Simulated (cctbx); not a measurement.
# Accept or mend?

Cell a = 5.0560 Å, b = 5.0560 Å, c = 8.0180 Å, α = 90.00°, β = 90.00°, γ = 120.00°; space group P-3m1 (no. 164).

Simulated single-crystal data (cctbx): Mo Kα, λ = 0.71073 Å, to d = 0.75 Å, 80 % of the full sphere, strongest reflection 70000 counts, noise from counting, a 3 % proportional error and a noise floor of 15 counts (s.d.); no absorption, and some extinction, which the refinements don't model.

An anisotropic refinement with weights 1/σ² prints:

```text
Rint 0.022, 17 unique reflections to 2.00 A
cycle     R1     wR2    GooF  max shift (A)
   1  0.0139  0.0325   2.074   0.01562
   2  0.0063  0.0150   0.959   0.00014
final R1 0.0062 wR2 0.0150 GooF 0.957  parameters 10  data/parameter 1.7
atom        x        y        z      Ueq    occ   su(xyz)  su(Uiso or U11)
Ce1    0.00000  0.00000  0.00000   0.0146  1.000  0.00000  0.0029
Ce2    0.00000  0.00000  0.50000   0.0136  1.000  0.00000  0.0029
Sr1    0.66667  0.33333  0.24918   0.0121  1.000  0.00065  0.0028
Ga1    0.66667  0.33333  0.75044   0.0168  1.000  0.00075  0.0030
difference map: max 0.08 min -0.10 rms 0.03
Q1    0.0000  0.3711  0.0000    6    0.09  1.88 A from Ce1
Q2    0.0000  0.5000  0.0000    3    0.08  2.47 A from Sr1
Q3    0.1733  0.3466  0.9931    6    0.06  1.52 A from Ce1
Q4    0.3333  0.6667  0.4999    2    0.05  2.01 A from Ga1
Q5    0.1291  0.2582  0.7779    6    0.05  1.80 A from Sr1
Q6    0.9468  0.0532  0.2562    6    0.04  2.01 A from Ce2
```

Q: Accept it or mend it, and why?

Mend it. The fault: data cut at low resolution. Against the right model at the same level, R1 goes from 0.0112 to 0.0062 and GooF from 1.06 to 0.96. The atoms are right, but there are too few data for the parameters: R1 flatters and the s.u.s grow. Data per parameter fall from 20.2 to 1.7.

The compound is SrCeGa. The right model at the same level gives:

```text
Rint 0.024, 202 unique reflections to 0.75 A
cycle     R1     wR2    GooF  max shift (A)
   1  0.0114  0.0226   1.079   0.00008
   2  0.0112  0.0223   1.065   0.00000
final R1 0.0112 wR2 0.0223 GooF 1.065  parameters 10  data/parameter 20.2
atom        x        y        z      Ueq    occ   su(xyz)  su(Uiso or U11)
Ce1    0.00000  0.00000  0.00000   0.0060  1.000  0.00000  0.0001
Ce2    0.00000  0.00000  0.50000   0.0071  1.000  0.00000  0.0001
Sr1    0.66667  0.33333  0.25113   0.0067  1.000  0.00005  0.0001
Ga1    0.66667  0.33333  0.74952   0.0096  1.000  0.00006  0.0001
difference map: max 0.64 min -0.53 rms 0.14
Q1    0.3333  0.6667  0.9050    2    0.65  1.25 A from Sr1
Q2    0.1363  0.2727  0.2631    6    0.44  1.73 A from Ga1
Q3    0.1632  0.3263  0.3934    6    0.42  1.67 A from Ce2
Q4    0.1159  0.5579  0.0041    6    0.42  2.19 A from Ga1
Q5    0.3333  0.6667  0.0945    2    0.40  1.25 A from Ga1
Q6    0.9822  0.4911  0.1616    6    0.38  1.56 A from Sr1
```

The model is made up (kin elements in a known structure type, no relaxation), so it says nothing on whether the phase exists.

[Middle refinement cycles are left out of these outputs.]

[Logs are printed without paths, hosts, clocks, repeated set-up lines and the standing remarks that a program may print on its own settings, such as how far it seeks lower states.]
